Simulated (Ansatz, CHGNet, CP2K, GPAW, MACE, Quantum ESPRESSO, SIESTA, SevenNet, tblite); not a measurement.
# Generalised stacking fault on (111) (shuffle set) of a GaAs-GaSb solid solution (48 atoms) in other programs, against a plane-wave reference

Wanted: errors and costs of other methods on generalised stacking fault on (111) (shuffle set) of a GaAs-GaSb solid solution (48 atoms). A plane-wave run serves as the reference.

Calculated with Quantum ESPRESSO 7.5; Kohn-Sham DFT, PBE, SSSP efficiency 1.3.0 pseudopotentials, plane waves.

## 1. The structure

The cell holds 48 atoms: 24 Ga, 10 Sb and 14 As. Its edges and angles: a = 8.267 Å, b = 7.159 Å, c = 20.485 Å, α = 90.0°, β = 81.3°, γ = 90.0°. Zinc-blende GaAs lattice (a = 5.8453 Å, the value set for the mixture), cell with z along [111], 2 x 1 x 2 periods; the third cell vector is tilted by 0.750 of 1/2[1-10] and lengthened by 0 Å, so the cell holds one fault (shuffle set); displaced by a Gaussian of 0.01 Å; 10 of 24 As sites given to Sb at random (lattice constant by Vegard's rule between GaAs and GaSb). Then every atom was moved at random, 0.02 Å r.m.s. a Cartesian component. The structure's axis is c.

## 2. The reference run

Input file pw.in:

```
&control
  calculation = 'scf'
  pseudo_dir = './pseudo'
  outdir = './tmp'
  disk_io = 'none'
  tprnfor = .true.
  tstress = .true.
/
&system
  ibrav = 0
  nat = 48
  ntyp = 3
  ecutwfc = 60
  ecutrho = 480
  nosym = .true.
  occupations = 'smearing'
  smearing = 'fd'
  degauss = 0.003675
/
&electrons
  conv_thr = 2.4e-07
  electron_maxstep = 100
  mixing_beta = 0.2
  mixing_mode = 'local-TF'
  diagonalization = 'david'
/
ATOMIC_SPECIES
Ga 69.723 Ga.upf
Sb 121.760 Sb.upf
As 74.922 As.upf
CELL_PARAMETERS angstrom
8.26650 0.00000 0.00000
0.00000 7.15900 0.00000
3.09994 0.00000 20.24871
ATOMIC_POSITIONS crystal
Ga 0.40003 0.49664 0.93738
Sb 0.72514 0.50015 0.06298
Ga 0.70648 0.82628 0.10505
As 0.66191 0.83131 0.23009
Ga 0.90172 0.50263 0.93830
As 0.22930 0.49675 0.06160
Ga 0.20864 0.82587 0.10497
As 0.16609 0.83822 0.22843
Ga 0.14734 0.00272 0.93821
As 0.47719 0.99859 0.06404
Ga 0.45891 0.33422 0.10482
As 0.41654 0.33448 0.23026
[... 32 atom lines left out ...]
Ga 0.71123 0.66531 0.77191
As 0.66155 0.66783 0.89589
Ga 0.96083 0.16547 0.76938
Sb 0.91386 0.16136 0.89587
K_POINTS gamma
```

On the command line:

```console
$ OMP_NUM_THREADS=1 mpirun -np 4 pw.x -in pw.in > output.txt
```

The program printed:

```text
Program PWSCF
     gamma-point specific algorithms are used
     one sub-group per band group will be used
     scalapack distributed-memory algorithm (size of sub-group:  2*  2 procs)
     Parallelization info
     sticks:   dense  smooth     PW     G-vecs:    dense   smooth      PW
     Min        2018    1007    252               358973   126907   15880
     Max        2020    1008    254               358984   126920   15890
     Sum        8075    4031   1011              1435905   507649   63543
     bravais-lattice index     =            0
     lattice parameter (alat)  =      15.6214  a.u.
     unit-cell volume          =    8086.6378 (a.u.)^3
     number of atoms/cell      =           48
     number of atomic types    =            3
     number of electrons       =       532.00
[... lines left out ...]
     scf convergence threshold =      2.4E-07
[... lines left out ...]
     number of k points=     1  Fermi-Dirac smearing, width (Ry)=  0.0037
[... lines left out ...]
     total energy              =   -8779.59497284 Ry
[... lines left out ...]
     total energy              =   -8768.53641764 Ry
[... lines left out ...]
     total energy              =   -8774.00271283 Ry
[... lines left out ...]
     total energy              =   -8774.20349131 Ry
[... lines left out ...]
     total energy              =   -8774.20349140 Ry
[... lines left out ...]
   -21.5418 -21.5333 -21.5304 -21.5269 -21.5237 -21.5147 -21.5129 -21.5020
   -21.4951 -21.4930 -21.4875 -21.4722 -21.4296 -21.4234 -21.4157 -21.4100
[...]
10.8992  10.9343  11.0947  11.1595  11.1865  11.2418  11.2866  11.3939
    11.4015  11.4317  11.5009  11.5104  11.5385  11.5704  11.5940  11.6197
    11.6574  11.6766  11.6977  11.7196  11.7413  11.7716  11.8118
     the Fermi energy is     7.5192 ev
!    total energy              =   -8774.20349138 Ry
     estimated scf accuracy    <       0.00000018 Ry
     smearing contrib. (-TS)   =      -0.01089461 Ry
     internal energy E=F+TS    =   -8774.19259677 Ry
     The total energy is F=E-TS. E is the sum of the following terms:
     one-electron contribution =   -4082.87268046 Ry
     hartree contribution      =    2461.55418341 Ry
     xc contribution           =   -1486.58536048 Ry
     ewald contribution        =   -2997.17740890 Ry
     one-center paw contrib.   =   -2669.11133034 Ry
     convergence has been achieved in  62 iterations
     Forces acting on atoms (cartesian axes, Ry/au):
     atom    1 type  1   force =     0.01366428    0.01644465    0.04553005
     atom    2 type  2   force =     0.02343965    0.00643115   -0.05114465
     atom    3 type  1   force =    -0.02957366    0.02693097    0.04383121
[...]
atom   47 type  1   force =    -0.00512177   -0.01042786   -0.03601114
     atom   48 type  2   force =    -0.01120613    0.03251430   -0.01264535
     Total force =     0.311579     Total SCF correction =     0.001086
     Computing stress (Cartesian axis) and pressure
          total   stress  (Ry/bohr**3)                   (kbar)     P=       49.00
   0.00075263  -0.00001174   0.00009089          110.72       -1.73       13.37
  -0.00001174   0.00008416  -0.00002688           -1.73       12.38       -3.95
   0.00009089  -0.00002688   0.00016250           13.37       -3.95       23.90
     Message from routine punch:
     Nothing written, as per user request (disk_io='none')
```

The job ended after 13 min (4 MPI ranks of Arm Neoverse V1, shared host; peak memory 3.8 GiB; 52 min of CPU time).

Banners, paths, timers and routine set-up lines are dropped from the logs unmarked, and long logs keep their key lines alone; longer cuts are marked.

Numbers from this run:

| Property | Result |
| --- | --- |
| r.m.s. force component | 0.6676 eV/Å |
| longest force | 2.354 eV/Å |
| pressure | 4.9 GPa |

## 3. Structure statistics

Pair distribution functions g(r), in bins of 0.2 Å:

```tsv
r (Å)	total	Ga-Ga	Ga-As	Ga-Sb	As-As	As-Sb	Sb-Sb
2.40	1.08	0.00	2.31	1.95	0.00	0.00	0.00
2.60	4.87	0.00	9.66	9.84	0.00	0.00	0.00
2.80	0.22	0.00	0.38	0.54	0.00	0.00	0.00
3.00	0.00	0.00	0.00	0.00	0.00	0.00	0.00
3.20	0.00	0.00	0.00	0.00	0.00	0.00	0.00
3.40	0.00	0.00	0.00	0.00	0.00	0.00	0.00
3.60	0.03	0.12	0.00	0.00	0.00	0.00	0.00
3.80	0.21	0.36	0.00	0.00	0.00	0.73	0.69
4.00	1.08	1.70	0.18	0.25	3.23	1.84	1.15
4.20	5.62	11.46	0.00	0.00	10.43	11.27	11.04
4.40	0.12	0.00	0.07	0.50	0.00	0.00	0.00
4.60	0.12	0.00	0.28	0.19	0.00	0.00	0.00
4.80	4.38	0.29	8.67	8.20	0.22	0.15	0.84
5.00	0.27	0.00	0.64	0.41	0.00	0.00	0.00
5.20	0.12	0.25	0.00	0.00	0.00	0.38	0.36
5.40	0.17	0.00	0.25	0.48	0.00	0.00	0.00
5.60	0.00	0.00	0.00	0.00	0.00	0.00	0.00
5.80	1.47	2.81	0.13	0.30	3.00	2.79	1.69
6.00	0.22	0.28	0.12	0.05	0.14	0.58	0.55
6.20	0.17	0.17	0.22	0.20	0.00	0.00	0.48
6.40	2.65	0.00	5.27	5.23	0.12	0.09	0.00
6.60	0.15	0.30	0.00	0.00	0.00	0.47	0.44
6.80	0.23	0.14	0.34	0.39	0.10	0.07	0.00
7.00	0.45	0.54	0.17	0.20	1.07	0.97	0.39
7.20	3.83	7.72	0.06	0.12	7.45	7.44	7.25
7.40	0.10	0.12	0.05	0.11	0.26	0.06	0.00
7.60	2.48	0.23	4.84	4.54	0.17	0.24	0.50
7.80	0.19	0.33	0.07	0.03	0.24	0.39	0.31
```

Bonds by pair of elements; cutoffs follow the first minimum of g(r), held within bounds set by covalent radii, and pairs that aren't listed don't count as bonded (cutoffs were set anew for this text, so counts can differ from the run's own analysis):

```tsv
pair A-B	cutoff (Å)	bonds	mean length (Å)	spread (Å)	shortest (Å)	B about A	A about B
Ga-As	3.08	56	2.54	0.049	2.47	2.33	4
Ga-Sb	3.08	40	2.54	0.056	2.46	1.67	4
```

How many atoms have how many bonded neighbours:

```tsv
element	mean	4
As	4	14
Ga	4	24
Sb	4	10
```

Rings of the network by King's shortest-path rule, up to 12 atoms, one path for each pair of neighbours; H, halogens, alkali and alkaline-earth atoms are left out, and the last column divides by all other atoms, bonded or not:

```tsv
ring size (atoms)	rings	per network atom
6	95	1.98
```

## 4. What was run beside it

The programs:
- CHGNet: machine-learned potential, published weights.
- CP2K 2026.2: Gaussian basis with GTH pseudopotentials and a plane-wave density; labels give functional, basis (MOLOPT sets; SR short-range, UZH the newer set with its own potentials), grid cutoff/relative cutoff and solver (OT: orbital transformation; TRS4, TC2, SIGN: linear-scaling purification with its sparsity filter), or its built-in tight binding.
- GPAW 26.7.0: PAW with atomic orbitals (LCAO), plane waves or a real-space grid of spacing h.
- MACE: machine-learned potential, published weights.
- Quantum ESPRESSO 7.5: plane waves; labels (QE) give functional, pseudopotential set and cutoffs of waves/density.
- SIESTA 5.4.2: numerical atomic orbitals, whose automatically made sets are far from complete, with PseudoDojo norm-conserving potentials that we converted to its format (checked against plane waves on the same files for H, C, O, Si, Ge and Ca alone); labels give functional, basis size, energy shift and mesh cutoff.
- SevenNet: machine-learned potential, published weights.
- tblite 0.8.0: extended tight binding, driven from Python.

All use the same cell and atoms; the electronic-structure runs use the same k-mesh, and an electronic temperature of 580 K (0.05 eV) where levels are smeared.

Differences are against the plane-wave reference, forces as r.m.s. over components; share is that over the reference's r.m.s. force, slope the least-squares factor from reference forces to these. Total energies of different programs have different zeros and aren't compared.

```tsv
run	Δ force, r.m.s. (meV/Å)	share (%)	slope	Δ pressure (GPa)	cores	CPU time	memory (GiB)
reference	-	-	-	-	4	52 min	3.8
CHGNet 0.3.0 potential	388	58.1	0.459	-1.80	1	3.6 s	0.54
CP2K LDA, DZVP-MOLOPT-SR, 800/60 Ry, diagonalisation	53.7	8.05	0.940	-3.70	2	6.3 min	4.2
CP2K PBE+D4, DZVP-MOLOPT-SR, 800/60 Ry, diagonalisation	28.5	4.27	1.022	-1.95	2	7.5 min	4.5
CP2K PBE, DZVP-MOLOPT (SR for Ga, Sb, As), 800/60 Ry, diagonalisation	28.9	4.34	1.023	0.811	2	7.5 min	4.4
CP2K PBE, DZVP-MOLOPT-SR, 1120/60 Ry, diagonalisation	19.1	2.86	1.024	0.809	2	9.1 min	7.8
CP2K PBE, DZVP-MOLOPT-SR, 560/60 Ry, diagonalisation (coarse)	71.1	10.7	1.021	0.839	2	6.5 min	2.8
CP2K PBE, DZVP-MOLOPT-SR, 800/60 Ry, diagonalisation	28.9	4.34	1.023	0.811	2	7.5 min	4.4
CP2K PBE, DZVP-MOLOPT-SR, 800/70 Ry, diagonalisation	28.9	4.34	1.023	0.811	2	8.4 min	4.4
CP2K PBE, SZV-MOLOPT-SR, 800/60 Ry, diagonalisation (coarse)	175	26.3	1.171	1.80	1	4.7 min	4.3
CP2K PBE, TZV2P-MOLOPT (SR for Ga, Sb, As), 800/60 Ry, diagonalisation	28.3	4.24	1.021	0.712	4	8.9 min	7.0
GPAW PBE, LCAO dzp, h 0.15 Å	39.6	5.93	1.048	-	1	7.1 min	2.9
GPAW PBE, LCAO dzp, h 0.2 Å	40.2	6.02	1.049	-	1	3.2 min	1.3
GPAW PBE, LCAO dzp, h 0.2 Å, other mixer settings	40.3	6.03	1.049	-	1	3.5 min	1.2
GPAW PBE, plane waves 550 eV	20.3	3.04	1.006	0.251	2	7.2 min	1.4
GPAW revPBE, LCAO dzp, h 0.2 Å	54.6	8.18	1.063	-	1	3.2 min	1.3
MACE MP-0b2 small potential	242	36.2	0.761	-1.58	1	7.3 s	0.67
QE PBE, gbrv-1.5, 40/200 Ry	4.09	0.613	0.998	-0.195	4	10 min	1.5
SIESTA PBE, DZ, shift 0.01 Ry, mesh 300 Ry (coarse)	39.8	5.96	1.022	-0.227	1	2.1 min	0.75
SIESTA PBE, DZP, shift 0.01 Ry, mesh 150 Ry (coarse)	52.9	7.92	0.996	0.974	1	2.2 min	0.57
SIESTA PBE, DZP, shift 0.01 Ry, mesh 300 Ry	41.6	6.23	0.994	0.551	1	5.6 min	1.2
SIESTA PBE, SZ, shift 0.01 Ry, mesh 300 Ry (coarse)	202	30.2	1.280	3.45	1	85 s	0.62
SIESTA vdW-DF, PBE potentials, DZP, shift 0.01 Ry, mesh 300 Ry	57.2	8.57	1.023	3.40	2	13 min	2
SevenNet l3i5 potential	241	36.1	0.772	-1.57	1	9.8 s	0.91
tblite GFN1-xTB	294	44.0	1.210	4.01	1	4.6 s	0.12
```

Rows marked coarse were listed beforehand as settings not expected to be converged; some can still land near the reference.

Times of the machine-learned potentials are mostly Python's start and the loading of weights.

CPU time is summed over cores on a shared host, where runs went side by side, so it is rough. Symmetry, cutoffs, thresholds, outputs and thread counts weren't matched or tuned between programs; memory under MPI is the largest rank's times the ranks.

Runs without a result: CP2K GFN1-xTB, diagonalisation (not converged, the SCF not settling).

Mean charges by element (e), by run and scheme:

```tsv
run	scheme	Ga	Sb	As
CP2K LDA, DZVP-MOLOPT-SR, 800/60 Ry, diagonalisation	Mulliken	-0.02	+0.37	-0.22
CP2K LDA, DZVP-MOLOPT-SR, 800/60 Ry, diagonalisation	Hirshfeld	+0.09	-0.02	-0.14
CP2K PBE+D4, DZVP-MOLOPT-SR, 800/60 Ry, diagonalisation	Mulliken	-0.03	+0.36	-0.21
CP2K PBE+D4, DZVP-MOLOPT-SR, 800/60 Ry, diagonalisation	Hirshfeld	+0.12	-0.04	-0.17
CP2K PBE, DZVP-MOLOPT (SR for Ga, Sb, As), 800/60 Ry, diagonalisation	Mulliken	-0.03	+0.36	-0.21
CP2K PBE, DZVP-MOLOPT (SR for Ga, Sb, As), 800/60 Ry, diagonalisation	Hirshfeld	+0.12	-0.04	-0.17
CP2K PBE, DZVP-MOLOPT-SR, 1120/60 Ry, diagonalisation	Mulliken	-0.03	+0.36	-0.21
CP2K PBE, DZVP-MOLOPT-SR, 1120/60 Ry, diagonalisation	Hirshfeld	+0.12	-0.04	-0.17
CP2K PBE, DZVP-MOLOPT-SR, 560/60 Ry, diagonalisation	Mulliken	-0.03	+0.36	-0.21
CP2K PBE, DZVP-MOLOPT-SR, 560/60 Ry, diagonalisation	Hirshfeld	+0.12	-0.04	-0.17
CP2K PBE, DZVP-MOLOPT-SR, 800/60 Ry, diagonalisation	Mulliken	-0.03	+0.36	-0.21
CP2K PBE, DZVP-MOLOPT-SR, 800/60 Ry, diagonalisation	Hirshfeld	+0.12	-0.04	-0.17
CP2K PBE, DZVP-MOLOPT-SR, 800/70 Ry, diagonalisation	Mulliken	-0.03	+0.36	-0.21
CP2K PBE, DZVP-MOLOPT-SR, 800/70 Ry, diagonalisation	Hirshfeld	+0.12	-0.04	-0.17
CP2K PBE, TZV2P-MOLOPT (SR for Ga, Sb, As), 800/60 Ry, diagonalisation	Mulliken	-0.44	+0.54	+0.36
CP2K PBE, TZV2P-MOLOPT (SR for Ga, Sb, As), 800/60 Ry, diagonalisation	Hirshfeld	+0.11	-0.05	-0.16
SIESTA PBE, DZP, shift 0.01 Ry, mesh 300 Ry	Hirshfeld	+0.10	-0.05	-0.14
SIESTA vdW-DF, PBE potentials, DZP, shift 0.01 Ry, mesh 300 Ry	Hirshfeld	+0.11	-0.05	-0.15
tblite GFN1-xTB	Mulliken	-0.03	+0.10	-0.02
```

Within one program, basis, potentials and functional, energies share a zero. Each run against its twin at the usual cutoff or grid and solver:

```tsv
run	twin	Δ energy (meV/atom)	Δ force, r.m.s. (meV/Å)	CPU time over the twin's
CP2K PBE, DZVP-MOLOPT-SR, 1120/60 Ry, diagonalisation	DZVP-MOLOPT-SR, 800/60 Ry, diagonalisation	-0.0217	20.4	1.2
CP2K PBE, DZVP-MOLOPT-SR, 560/60 Ry, diagonalisation	DZVP-MOLOPT-SR, 800/60 Ry, diagonalisation	-0.487	75.6	0.86
CP2K PBE, DZVP-MOLOPT-SR, 800/70 Ry, diagonalisation	DZVP-MOLOPT-SR, 800/60 Ry, diagonalisation	0	0	1.1
GPAW PBE, LCAO dzp, h 0.15 Å	LCAO dzp, h 0.2 Å	-8.04	5.16	2.2
GPAW PBE, LCAO dzp, h 0.2 Å, other mixer settings	LCAO dzp, h 0.2 Å	1.0e-4	1.96	1.1
SIESTA PBE, DZP, shift 0.01 Ry, mesh 150 Ry	DZP, shift 0.01 Ry, mesh 300 Ry	-42.7	24.4	0.40
```

## 5. Outcome

```
reference r.m.s. force component                       : 0.668 eV/Å
nearest in forces                                      : QE PBE, gbrv-1.5, 40/200 Ry, 0.61 %
farthest in forces                                     : CHGNet 0.3.0 potential, 58 %
cheapest electronic-structure run beside the reference : tblite GFN1-xTB, 4.6 s of CPU time
```

**Reading.** PBE on plane waves or a grid with other potentials, cutoffs or grids, coarse settings apart, differs from the reference by 0.61 % (QE PBE, gbrv-1.5, 40/200 Ry) to 3.0 % (GPAW PBE, plane waves 550 eV) of the r.m.s. force; this holds the reference's own error, so differences of a few per cent don't tell which side is nearer the exact PBE result. The PBE runs in local orbitals, coarse settings apart, differ by 2.9 % (CP2K PBE, DZVP-MOLOPT-SR, 1120/60 Ry, diagonalisation) to 6.2 % (SIESTA PBE, DZP, shift 0.01 Ry, mesh 300 Ry); basis, grid and potentials can all enter. Tight binding differs by 44 % (tblite GFN1-xTB); it is another model, with fitted parameters of its own, and the xTB methods hold dispersion. Machine-learned potentials differ by 36 % (SevenNet l3i5 potential) to 58 % (CHGNet 0.3.0 potential); they were trained on other programs' data. The reference samples few k-points for this cell, and its sampling error, which other DFT runs on the same mesh share, can be part of so large a difference. Among those trained on PBE data the slope goes as low as 0.46, which softening far from their training structures can give, though the reference's k-sampling is untested too. Rows with another functional or a dispersion term differ by 4.3 % (CP2K PBE+D4, DZVP-MOLOPT-SR, 800/60 Ry, diagonalisation) to 8.6 % (SIESTA vdW-DF, PBE potentials, DZP, shift 0.01 Ry, mesh 300 Ry), which mixes the change of model with differences of basis and potentials, some of them made for another functional. Runs with settings chosen to be coarse differ by 6.0 % (SIESTA PBE, DZ, shift 0.01 Ry, mesh 300 Ry) to 30 % (SIESTA PBE, SZ, shift 0.01 Ry, mesh 300 Ry), their programs' other errors included. Of the electronic-structure runs that take under half the reference's CPU time, QE PBE, gbrv-1.5, 40/200 Ry comes nearest, at 0.61 % in 10 min against 52 min. SIESTA PBE, SZ, shift 0.01 Ry, mesh 300 Ry stiffens the forces by a factor of 1.28 while following their directions (correlation 0.996); the slopes of the 5 SIESTA runs lie between 0.99 and 1.28. In pressure, SIESTA PBE, SZ, shift 0.01 Ry, mesh 300 Ry misses by +3.5 GPa, at the same functional. Charges hang on model, scheme and program or settings: among these rows the mean for As runs from -0.22 to +0.36 e, even in sign. In the reference: levels near the Fermi energy are neither full nor empty under the smearing, so no gap is quoted. In the reference: for some of the pairs, g(r) has its first main peak near 4.14 Å (Ga-Ga), 2.53 Å (Ga-As), 2.53 Å (Ga-Sb), 4.13 Å (As-As), 4.14 Å (As-Sb) and 4.15 Å (Sb-Sb). Periodic xTB results under one method name differ between programs and library versions. The potentials hold different valence shells: 532 electrons in the reference, 292 in GPAW, 432 in CP2K with DZVP-MOLOPT, 672 in SIESTA and 676 in Quantum ESPRESSO with GBRV; this bears on time and differences. GPAW's setups keep the filled d shell of Ga in the core. The reference's pressure holds the uncorrected Pulay stress of its 60 Ry basis, so small pressure differences, and their order, may be the reference's own error. GPAW's Ga setup keeps the 3d shell in the core. Machine-learned potentials mimic data converged in k, so the reference's own k-point error enters their differences. The reference's stress is far from hydrostatic: its diagonal is 11.1, 1.2, 2.4 GPa, compression counted positive. The host structure and its lattice constant were typed by rule, without a check against the phase diagram. The reference's pressure of 4.9 GPa belongs to a cell and atoms that aren't relaxed at this level. The electronic-structure runs sample only Γ, in a cell whose shortest periodic width is 7 Å, which is coarse for a cell with partly filled levels. Spin–orbit coupling is left out, which matters for the levels of the heavy elements.

[Also dropped from logs without a mark: logging warnings of Python, and SIESTA's first energy breakdown and zero terms.]

[Logs are printed without paths, hosts, clocks, repeated set-up lines and the standing remarks that a program may print on its own settings, such as how far it seeks lower states.]

[Hosts, paths, dates, database ids (printed as entryN), source tags and the programs' standing remarks are cut or masked in the printed files.]
